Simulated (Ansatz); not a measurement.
**How well the gap of Ga2S3 (Cc) can be computed**

The study climbs from cheap functionals to G0W0 on Ga2S3 (Cc) and then asks what each convergence step is worth.

Main program and level: Ansatz 0.2.0; density functionals, hybrids, G0W0, plane waves, PAW.

Most raw output is cut from this account.

In doubt: masses and optical values from hybrid runs of this build are listed as unsure (step 11), which bears on the screening that GW takes from such a start.

## Step 1: Starting point

Symmetry: Cc, No. 9, monoclinic system. Conventional cell: a = 11.107 Å, b = 6.395 Å, c = 7.021 Å, α = 90.00°, β = 121.17°, γ = 90.00°. Nearest to Ga lie 4 S at 2.19 to 2.33 Å. Nearest to Ga lie 4 S at 2.20 to 2.32 Å. Nearest to S lie 2 Ga at 2.19 to 2.20 Å. S has 3 Ga at 2.31 to 2.32 Å nearest. S has 3 Ga at 2.31 to 2.33 Å nearest. Farther neighbours and most contacts between anions are not listed.

The cell and positions come from the Crystallography Open Database and are kept as given unless a step says otherwise.

## Step 2: LDA bands

Levels along a band path, at the cheap level, show where the edges lie and whether the meshes to come will hold them.

This step: DFT, LDA, plane waves, PAW; PAW set soft_1.

File input.yaml:

```yaml
crystal:
  lattice:
    - [5.5535, -3.1975, 0.0]
    - [5.5535, 3.1975, 0.0]
    - [-3.6339226554, 0.0, 6.0074160114]
  atoms:
    - { symbol: Ga, position: [0.63979, 0.44447, 0.12512] }
    - { symbol: Ga, position: [0.44447, 0.63979, 0.62512] }
    - { symbol: Ga, position: [0.2682, 0.13232, 0.11559] }
    - { symbol: Ga, position: [0.13232, 0.2682, 0.61559] }
    - { symbol: S, position: [0.9089, 0.0811, 0.9838] }
    - { symbol: S, position: [0.0811, 0.9089, 0.4838] }
    - { symbol: S, position: [0.4303, 0.2453, 0.4999] }
    - { symbol: S, position: [0.2453, 0.4303, 0.9999] }
    - { symbol: S, position: [0.5901, 0.7581, 0.0084] }
    - { symbol: S, position: [0.7581, 0.5901, 0.5084] }
kpoints:
  mp_grid: { grid: [4, 4, 4] }
  band_path:
    path:
      - [[0.0, 0.0, 0.0], [-0.36320096, 0.36320096, 0.0]]
      - [[-0.63679904, -0.36320096, 0.0], [-0.5, -0.5, 0.0], [0.0, 0.0, 0.0], [-0.5, -0.5, 0.5], [-0.72948728, -0.27051272, 0.5]]
      - [[-0.27051272, 0.27051272, 0.5], [0.0, 0.0, 0.5], [0.0, 0.0, 0.0]]
      - [[-0.5, 0.0, 0.5], [0.0, 0.0, 0.0], [-0.5, 0.0, 0.0]]
    npoints: 10
hamiltonian:
  xc: lda
  pseudopotentials: { kind: paw, azcp: { folder: soft_1 }, xc_functional: pbe }
scf:
  occupations: { method: fermi_dirac, width: 0.02 }
  n_extra_bands: 7
output:
  eigenvalues: true
  write_density: true
  write_potential: true
  elf: true
  volumetric_format: npy
```

On the command line:

```sh
$ ansatz run input.yaml --threads 3 --pin off --max-ram 92160MiB --backend cuda --events-out ev --progress --plain --runs-dir out --devices 1 --max-vram 13GiB
```

Run time: 6 s. Hardware: 1 × NVIDIA H100 80GB HBM3 (shared by 6 runs) with 3 threads of AMD EPYC 7R13 (Zen 3), shared host; peak memory 1 GiB.

Numbers from this step:

| Item | Value |
| --- | --- |
| filled bands | 44 |
| gap | 1.666 eV |
| valence top at | Γ |
| conduction bottom at | Γ |
| least direct gap | 1.666 eV |

The gap is direct, at Γ.

The electronic bands at the labelled points (eV, zero at the top of the highest nominally filled band):

```csv
point,band 41,band 42,band 43,band 44,band 45,band 46,band 47,band 48
Γ,-1.05,-0.66,-0.52,0.00,1.67,2.20,3.00,3.26
halfway,-1.67,-1.10,-0.85,-0.04,2.40,2.51,2.80,3.28
C,-1.53,-1.30,-1.17,-0.22,2.27,2.48,2.59,2.94
jump to C2,-1.53,-1.30,-1.17,-0.22,2.27,2.48,2.59,2.94
halfway,-1.67,-1.47,-1.35,-0.25,2.46,2.67,2.88,3.11
Y2,-1.78,-1.50,-1.48,-0.27,2.50,2.80,3.02,3.34
halfway,-1.43,-1.43,-0.83,-0.18,2.56,2.80,3.12,3.20
Γ,-1.05,-0.66,-0.52,0.00,1.67,2.20,3.00,3.26
halfway,-1.25,-1.19,-0.69,-0.26,2.31,2.84,2.88,3.16
M2,-1.50,-1.50,-0.59,-0.59,2.39,2.39,3.21,3.21
halfway,-1.31,-1.31,-0.61,-0.61,2.39,2.39,2.83,2.83
D,-1.43,-1.43,-0.66,-0.66,2.55,2.55,2.90,2.90
jump to D2,-1.43,-1.43,-0.66,-0.66,2.55,2.55,2.90,2.90
halfway,-1.51,-1.51,-0.71,-0.71,3.09,3.09,3.54,3.54
A,-1.12,-1.12,-0.61,-0.61,2.79,2.79,3.53,3.53
halfway,-1.04,-1.03,-0.61,-0.33,2.34,2.48,3.24,3.37
Γ,-1.05,-0.66,-0.52,0.00,1.67,2.20,3.00,3.26
jump to L2,-1.68,-1.17,-0.95,-0.62,2.37,2.84,3.29,3.40
halfway,-1.53,-1.01,-0.86,-0.27,2.57,2.87,2.93,3.25
Γ,-1.05,-0.66,-0.52,0.00,1.67,2.20,3.00,3.26
halfway,-1.53,-1.11,-0.80,-0.06,2.37,2.58,2.89,3.32
V2,-1.50,-1.37,-1.21,-0.14,2.34,2.44,3.00,3.26
```

Valence density in the ac plane of the conventional cell at fractional y = 0.068, with atoms of Ga and S within 0.2 Å of it. It is the smooth field of the valence electrons, not physical close to the nuclei.

Values in e/Å³, 10 rows by 16 columns, each cell a mean:
```
 1  0  0  0  1  1  1  0  0  1  1  1  0  0  1  1
 0  0  0  0  1  0  0  0  0  1  1  0  0  0  0  1
 0  0  0  1  1  0  0  0  1  1  0  0  0  0  0  0
 0  0  4 21  2  0  0  1 14  7  0  0  0  0  0  0
 0  0  4  5  0  0  0  1  4  1  0  0  0  0  0  0
 0  0  0  0  0  0  0  0  0  0  0  0  0  0  0  0
 0  0  0  0  0  0  0  0  0  0  0  0  0  0  0  0
 0  0  0  0  0  0  0  0  0  0  0  0  0  0  0  0
 1  0  0  0  0  1  1  0  0  0  0  1  0  0  0  0
 1  1  0  0  1  1  1  0  0  1  1  1  1  0  0  1
```
Columns run along a (11.1 Å), rows up along c (7.0 Å), edges of the conventional cell, whose origin can differ from the input's. Atoms in or near the plane, at fractional coordinates: Ga at (0.54, 0.63), Ga at (0.20, 0.62), S at (0.99, 0.98), S at (0.34, 0.00), S at (0.67, 0.01).

ELF in the ac plane of the conventional cell at fractional y = 0.068, with atoms of Ga and S within 0.2 Å of it. It is the smooth field of the valence electrons, not physical close to the nuclei.

Ten even steps from '_' (0.02) to '@' (0.91), each cell a mean:
```
::##%%**--::==####--::++%%**--..==##%%++::==%%%%++__::##@@##..
%%%%##--....==##%%######**--....==##%%%%%%%%%%++..__==%%@@%%**
@@##==..__..==##@@@@%%**--____..==##%%@@%%##==..__..++@@@@@@@@
**--______..--++****++::______..--++++++++--..______--##@@@@%%
..____....::::::----::..____....::::::::::....______..==**++--
..::--::::::..__..::::::::::::::..__..::::::----::______..____
++**++--::______..::==++++==::..______::--++####==..________::
%%##**--..______::==**####++::______..--**%%%%%%++..____..==##
%%##**--..__..::==##%%%%##==::......--**%%%%@@%%==______--##%%
%%##++--::::::--**%%%%%%**==::::::--++##%%%%%%**::____::**%%%%
##++--::::..::==**####**++::....::--++**####**--______--##%%%%
++--::......::==******==::..____..::==++**++::______..==######
::..________..--====--..__________::--==--..__________--++**==
______..__....::--::..__________....::::..____....____..::::..
::====--::::::::::::::------::::........::--==++==::__________
##%%##**==--::::::--**######**--::::::--++##%%%%%%++..____::++
@@%%%%##==::::::==##%%%%%%%%##--::::==##%%%%%%@@@@**..__::**@@
****%%##==::::--##%%**==##@@**--::--##%%**--**@@@@++..::**@@@@
..==%%##==::--**%%**..::##%%++::::**%%##::..**@@%%--__++@@@@==
```
Columns run along a (11.1 Å), rows up along c (7.0 Å), edges of the conventional cell, whose origin can differ from the input's. Atoms in or near the plane, at fractional coordinates: Ga at (0.54, 0.63), Ga at (0.20, 0.62), S at (0.99, 0.98), S at (0.34, 0.00), S at (0.67, 0.01).

## Step 3: LDA+SOC

The many-body steps leave out spin-orbit coupling, so its effect is taken from a two-component run, with twice the bands.

This step: DFT, LDA with spin-orbit coupling, plane waves, PAW; PAW set soft_1.

File input.yaml:

```yaml
crystal:
  lattice:
    - [5.5535, -3.1975, 0.0]
    - [5.5535, 3.1975, 0.0]
    - [-3.6339226554, 0.0, 6.0074160114]
  atoms:
    - { symbol: Ga, position: [0.63979, 0.44447, 0.12512] }
    - { symbol: Ga, position: [0.44447, 0.63979, 0.62512] }
    - { symbol: Ga, position: [0.2682, 0.13232, 0.11559] }
    - { symbol: Ga, position: [0.13232, 0.2682, 0.61559] }
    - { symbol: S, position: [0.9089, 0.0811, 0.9838] }
    - { symbol: S, position: [0.0811, 0.9089, 0.4838] }
    - { symbol: S, position: [0.4303, 0.2453, 0.4999] }
    - { symbol: S, position: [0.2453, 0.4303, 0.9999] }
    - { symbol: S, position: [0.5901, 0.7581, 0.0084] }
    - { symbol: S, position: [0.7581, 0.5901, 0.5084] }
kpoints:
  mp_grid: { grid: [4, 4, 4] }
  band_path:
    path:
      - [0.0, 0.0, 0.0]
      - [-0.36320096, 0.36320096, 0.0]
      - [-0.63679904, -0.36320096, 0.0]
      - [-0.5, -0.5, 0.0]
      - [-0.5, -0.5, 0.5]
      - [-0.72948728, -0.27051272, 0.5]
      - [-0.27051272, 0.27051272, 0.5]
      - [0.0, 0.0, 0.5]
    npoints: 1
hamiltonian:
  xc: lda
  pseudopotentials: { kind: paw_fr, azcp: { folder: soft_1 }, xc_functional: pbe }
scf:
  occupations: { method: fixed }
  n_extra_bands: 14
magnetization:
  noncollinear: true
  spin_orbit: true
output:
  eigenvalues: true
```

Run time: 13 s. Hardware: 1 × NVIDIA H100 80GB HBM3 (shared by 6 runs) with 3 threads; peak memory 1.1 GiB.

Numbers from this step:

```yaml
gap: 1.664 eV
valence_top_at: Γ
conduction_bottom_at: Γ
least_direct_gap: 1.664 eV
```

The gap is that of LDA.

## Step 4: HSE06

The screened hybrid is the usual rung above semilocal functionals: a quarter of exact exchange, cut off beyond a few ångström.

This step: DFT, HSE06, plane waves, PAW; PAW set soft_1.

Edit input.yaml of step 3 so:

```diff
@@ -30,10 +30,7 @@
 hamiltonian:
-  xc: lda
-  pseudopotentials: { kind: paw_fr, azcp: { folder: soft_1 }, xc_functional: pbe }
+  xc: hse06
+  pseudopotentials: { kind: paw, azcp: { folder: soft_1 } }
 scf:
   occupations: { method: fixed }
-  n_extra_bands: 14
-magnetization:
-  noncollinear: true
-  spin_orbit: true
+  n_extra_bands: 7
 output:
```

Wall time 60 s (1 × NVIDIA H100 80GB HBM3 (shared by 6 runs) with 3 threads); peak memory 1.7 GiB; 1.9 min of CPU time.

Numbers from this step:

```
gap                  : 3.010 eV
valence top at       : Γ
conduction bottom at : Γ
least direct gap     : 3.010 eV
```

The gap stands +1.34 eV against LDA.

## Step 5: PBE0

PBE0 differs from HSE06 by long-range exchange, so the pair shows what that tail is worth.

This step: DFT, PBE0, plane waves, PAW; PAW set soft_1.

Edit input.yaml of step 4 so:

```diff
@@ -30,3 +30,3 @@
 hamiltonian:
-  xc: hse06
+  xc: pbe0
   pseudopotentials: { kind: paw, azcp: { folder: soft_1 } }
```

The job ended after 77 s (1 × NVIDIA H100 80GB HBM3 (shared by 6 runs) with 3 threads; peak memory 1.7 GiB; 2.1 min of CPU time).

Numbers from this step:

```
gap                  : 3.693 eV
valence top at       : Γ
conduction bottom at : Γ
least direct gap     : 3.693 eV
```

The gap stands +2.03 eV against LDA.

## Step 6: Dielectric tensor

The response to a uniform field gives ε∞, a yardstick for the screening that GW builds on its mesh.

This step: dielectric response by perturbation theory, LDA, plane waves, PAW; PAW set soft_1.

Edit input.yaml of step 5 so:

```diff
@@ -18,20 +18,7 @@
   mp_grid: { grid: [4, 4, 4] }
-  band_path:
-    path:
-      - [0.0, 0.0, 0.0]
-      - [-0.36320096, 0.36320096, 0.0]
-      - [-0.63679904, -0.36320096, 0.0]
-      - [-0.5, -0.5, 0.0]
-      - [-0.5, -0.5, 0.5]
-      - [-0.72948728, -0.27051272, 0.5]
-      - [-0.27051272, 0.27051272, 0.5]
-      - [0.0, 0.0, 0.5]
-    npoints: 1
 hamiltonian:
-  xc: pbe0
-  pseudopotentials: { kind: paw, azcp: { folder: soft_1 } }
+  xc: lda
+  pseudopotentials: { kind: paw, azcp: { folder: soft_1 }, xc_functional: pbe }
 scf:
   occupations: { method: fixed }
-  n_extra_bands: 7
-output:
-  eigenvalues: true
+dielectric: {}
```

Elapsed: 74 s, on 1 × NVIDIA H100 80GB HBM3 (shared by 6 runs) with 3 threads; peak memory 3.4 GiB; 2.8 min of CPU time.

This step gave:

```
stated error of ε∞ : 0.024
```

One over ε∞ averages 0.16, under the quarter of exact exchange in PBE0, which by this rule of thumb may open the gap too far.

High-frequency dielectric tensor:

```
 6.23  0.00 -0.12
 0.00  6.33  0.00
-0.12  0.00  6.47
```

## Step 7: G0W0, 4×4×2 mesh, 176 empty bands, screening to 51 eV, PAW set soft_1 files

Now the one-shot GW correction: screening in the RPA, then the self-energy of the levels asked for. This step takes PAW set soft_1 files.

This step: G0W0 on LDA, plane waves, PAW; PAW set soft_1.

Edit input.yaml of step 6 so:

```diff
@@ -17,3 +17,3 @@
 kpoints:
-  mp_grid: { grid: [4, 4, 4] }
+  mp_grid: { grid: [4, 4, 2] }
 hamiltonian:
@@ -23,2 +23,7 @@
   occupations: { method: fixed }
-dielectric: {}
+gw:
+  n_empty_bands: 176
+  ecut_chi: 51
+  qp_bands: [v3, c3]
+  qp_kpoints: band_edges
+  screening: { model: contour_deformation }
```

Elapsed: 24 s, on 1 × NVIDIA H100 80GB HBM3 (shared by 6 runs) with 3 threads; peak memory 1.4 GiB.

Numbers from this step:

| Property | Result |
| --- | --- |
| bands summed | 220 |
| RPA ε∞ on this mesh (eigenvalues) | 6.077, 6.223, 6.796 |
| plane waves in the screening matrix | 175 |
| G0W0 gap on the mesh | 3.032 eV |
| k of the valence top | 0, 0, 0 |
| k of the conduction bottom | 0, 0, 0 |
| starting gap on the mesh | 1.665 eV |
| least direct G0W0 gap on the computed points | 3.032 eV |

The gap on the mesh goes from 1.66 eV to 3.03 eV, a correction of +1.37 eV. Between the two edge states, bare exchange in place of the xc potential would open the gap by 7.47 eV, and correlation takes back 6.10 eV.

## Step 8: G0W0, 4×4×2 mesh, 499 empty bands, screening to 102 eV, PAW set soft_1 files

Another rung: the empty bands reach about as high as the screening cutoff, so the two stay in balance.

Edit input.yaml of step 7 so:

```diff
@@ -24,4 +24,4 @@
 gw:
-  n_empty_bands: 176
-  ecut_chi: 51
+  n_empty_bands: 499
+  ecut_chi: 102
   qp_bands: [v3, c3]
```

The job ended after 43 s (1 × NVIDIA H100 80GB HBM3 (shared by 6 runs) with 3 threads; peak memory 2.2 GiB; 68 s of CPU time).

Numbers from this step:

```yaml
bands_summed: 543
rpa_eps_infinity_on_this_mesh_eigenvalues: 6.012, 6.156, 6.670
plane_waves_in_the_screening_matrix: 495
g0w0_gap_on_the_mesh: 3.040 eV
k_of_the_valence_top: 0, 0, 0
k_of_the_conduction_bottom: 0, 0, 0
starting_gap_on_the_mesh: 1.665 eV
least_direct_g0w0_gap_on_the_computed_points: 3.040 eV
```

Against the run with 4×4×2 mesh, 176 empty bands, screening to 51 eV, PAW set soft_1 files, the gap moves by +0.009 eV.

## Step 9: G0W0, 4×4×2 mesh, 1073 empty bands, screening to 170 eV, PAW set soft_1 files

Edit input.yaml of step 8 so:

```diff
@@ -24,4 +24,4 @@
 gw:
-  n_empty_bands: 499
-  ecut_chi: 102
+  n_empty_bands: 1073
+  ecut_chi: 170.0
   qp_bands: [v3, c3]
```

The job ended after 3.3 min (1 × NVIDIA H100 80GB HBM3 (shared by 6 runs) with 3 threads; peak memory 4.7 GiB).

Numbers from this step:

| Quantity | Value |
| --- | --- |
| bands summed | 1117 |
| RPA ε∞ on this mesh (eigenvalues) | 6.004, 6.148, 6.659 |
| plane waves in the screening matrix | 1083 |
| q-points in the mesh | 32 |
| G0W0 gap on the mesh | 3.041 eV |
| k of the valence top | 0, 0, 0 |
| k of the conduction bottom | 0, 0, 0 |
| starting gap on the mesh | 1.665 eV |
| Z at the valence top | 0.7445 |
| Z at the conduction bottom | 0.7842 |
| least direct G0W0 gap on the computed points | 3.041 eV |

Against the run with 4×4×2 mesh, 499 empty bands, screening to 102 eV, PAW set soft_1 files, the gap moves by +0.0003 eV.

Limits: finite bands, cutoff and mesh; no spin-orbit coupling; coarse k mesh. v1 is the top filled band, c1 the lowest empty one. Levels before and after the correction, in eV, zero at the valence-band top of each column:

```csv
,conduction bottom,valence top
Kohn-Sham,1.66,0.00
G0W0,3.04,0.00
```

```csv
,level,occupation,energy (eV)
Kohn-Sham,Γ v3,2,-0.664
Kohn-Sham,Γ v2,2,-0.524
Kohn-Sham,Γ v1,2,0.000
Kohn-Sham,Γ c1,0,1.665
Kohn-Sham,Γ c2,0,2.198
Kohn-Sham,Γ c3,0,3.001
G0W0,Γ v3,2,-0.624
G0W0,Γ v2,2,-0.501
G0W0,Γ v1,2,0.000
G0W0,Γ c1,0,3.041
G0W0,Γ c2,0,3.610
G0W0,Γ c3,0,4.424
```

How the two edges are built up, in eV (the quasiparticle level is the starting level plus Σx plus Σc less Vxc):

```csv
run,edge,start,Σx,Σc,Vxc,Z,QP
220 bands,valence top,5.51,-18.62,2.60,-15.80,0.75,5.29
220 bands,conduction bottom,7.17,-10.41,-3.50,-15.06,0.79,8.32
543 bands,valence top,5.51,-18.62,2.25,-15.80,0.75,4.94
543 bands,conduction bottom,7.17,-10.41,-3.84,-15.06,0.79,7.98
1117 bands,valence top,5.51,-18.62,2.06,-15.80,0.74,4.74
1117 bands,conduction bottom,7.17,-10.41,-4.04,-15.06,0.78,7.78
```

## Step 10: G0W0@LDA, 2×2×2 mesh, 499 empty bands, screening to 102 eV, PAW set soft_1 files

A second mesh at equal bands and cutoff isolates the sampling error. Bands and cutoff differ from the step before, so it is read against an earlier run that matches them.

Edit input.yaml of step 9 so:

```diff
@@ -17,3 +17,3 @@
 kpoints:
-  mp_grid: { grid: [4, 4, 2] }
+  mp_grid: { grid: [2, 2, 2] }
 hamiltonian:
@@ -24,4 +24,4 @@
 gw:
-  n_empty_bands: 1073
-  ecut_chi: 170.0
+  n_empty_bands: 499
+  ecut_chi: 102
   qp_bands: [v3, c3]
```

Run time: 19 s. Hardware: 1 × NVIDIA H100 80GB HBM3 (shared by 6 runs) with 3 threads; peak memory 1.6 GiB.

This step gave:

- bands summed: 543
- RPA ε∞ on this mesh (eigenvalues): 7.031, 7.184, 7.933
- plane waves in the screening matrix: 495
- G0W0 gap on the mesh: 2.981 eV
- k of the valence top: 0, 0, 0
- k of the conduction bottom: 0, 0, 0
- starting gap on the mesh: 1.662 eV
- least direct G0W0 gap on the computed points: 2.981 eV

Against the run with 4×4×2 mesh, 499 empty bands, screening to 102 eV, PAW set soft_1 files, the gap moves by −0.06 eV.

## Step 11: G0W0@HSE06, 4×4×2 mesh, 499 empty bands, screening to 102 eV, PAW set soft_1 files

The same correction from a different start measures what one shot leaves open.

This step: G0W0 on HSE06, plane waves, PAW; PAW set soft_1.

Edit input.yaml of step 10 so:

```diff
@@ -17,6 +17,6 @@
 kpoints:
-  mp_grid: { grid: [2, 2, 2] }
+  mp_grid: { grid: [4, 4, 2] }
 hamiltonian:
-  xc: lda
-  pseudopotentials: { kind: paw, azcp: { folder: soft_1 }, xc_functional: pbe }
+  xc: hse06
+  pseudopotentials: { kind: paw, azcp: { folder: soft_1 } }
 scf:
```

Wall time 2.4 min (1 × NVIDIA H100 80GB HBM3 (shared by 6 runs) with 3 threads); peak memory 2.6 GiB.

This step gave:

```
bands summed                                 : 543
RPA ε∞ on this mesh (eigenvalues)            : 4.501, 4.577, 4.754
plane waves in the screening matrix          : 495
G0W0 gap on the mesh                         : 3.671 eV
k of the valence top                         : 0, 0, 0
k of the conduction bottom                   : 0, 0, 0
starting gap on the mesh                     : 3.015 eV
least direct G0W0 gap on the computed points : 3.671 eV
```

Against the run with 4×4×2 mesh, 499 empty bands, screening to 102 eV, PAW set soft_1 files on LDA, the gap moves by +0.63 eV, while the start moved by +1.35 eV.

(Part 1 of 2 ends here.)

[Paths, hosts, dates, memory and timing lines, banners, echoed tables and standing remarks are left out of the program output.]

[Logs are printed without paths, hosts, clocks, repeated set-up lines and the standing remarks that a program may print on its own settings, such as how far it seeks lower states.]

[Runs of the session that timed out or met a known fault of the program may be left out.]

[Cells called generated may have been cut or substituted from an entry of the Crystallography Open Database or the Materials Project.]

[Hosts, paths, dates, database ids (printed as entryN), source tags and the programs' standing remarks are cut or masked in the printed files.]
